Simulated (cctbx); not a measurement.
# Mn7AgO12: as given, inverted or twinned?

Space group C2 (no. 5), a = 5.3150 Å, b = 8.8240 Å, c = 10.0970 Å, α = 90.00°, β = 102.80°, γ = 90.00°.

```csv
atom,mult.,x,y,z,Ueq (Å²)
Ag1,2,1/2,0.5750,0,0.0073
Mn1,4,0.7470,0.2332,0.7687,0.0079
Mn2,2,1/2,0.7515,1/2,0.0078
Mn3,2,1/2,0.9279,0,0.0059
Mn4,2,1/2,0.0855,1/2,0.0072
Mn5,2,1/2,0.2428,0,0.0077
Mn6,2,1/2,0.4206,1/2,0.0136
O1,4,0.3860,0.7676,0.1125,0.0121
O2,4,0.1510,0.8889,0.8977,0.0149
O3,4,0.3557,0.9119,0.5926,0.0121
O4,4,0.1400,0.0944,0.3980,0.0132
O5,4,0.3751,0.0875,0.1089,0.0147
O6,4,0.4282,0.2386,0.6140,0.0143
```

This is a model crystal, built by substitution and not relaxed, with assumed displacement parameters.

Data sets are simulated with cctbx and refined with Bijvoet mates kept apart; Flack x is then fitted as the share of an inverted twin with the atoms fixed, Hooft y from the Bijvoet differences. The group has rotations alone, so the crystal has a hand.

Untwinned crystal. What Flack and Hooft values should come out?

```csv
λ (Å),extinction (unmodelled),d min (Å),top counts,error (%),model,R1,Flack x,s.u.,Hooft y,s.u.,pairs
0.71073,0,0.77,5000,1.5,as given,0.0308,0.06,0.07,0.055,0.085,485
0.71073,0,0.77,5000,1.5,inverted,0.0329,0.90,0.07,0.921,0.086,485
1.54184,0,0.83,70000,3,as given,0.0123,-0.001,0.005,0.003,0.006,388
```

With Mo Kα, x is within 3 s.u. of 0, so the hand is right, though an s.u. above 0.04 can't exclude a small twin share. With Cu Kα, x is within 3 s.u. of 0, so the hand is right. Inverting the model turns x into about 1 − x.

A further crystal gives:

```csv
λ (Å),extinction (unmodelled),d min (Å),top counts,error (%),model,R1,Flack x,s.u.,Hooft y,s.u.,pairs
0.56087,0.3,0.77,20000,3,as given,0.0208,0.49,0.06,0.528,0.068,485
```

**Question.** What is it?

It was simulated as an inversion twin with a fraction 0.5 of the inverted domain. Flack x is over 3 s.u. from both 0 and 1 and reads that fraction.

[Logs are printed without paths, hosts, clocks, repeated set-up lines and the standing remarks that a program may print on its own settings, such as how far it seeks lower states.]
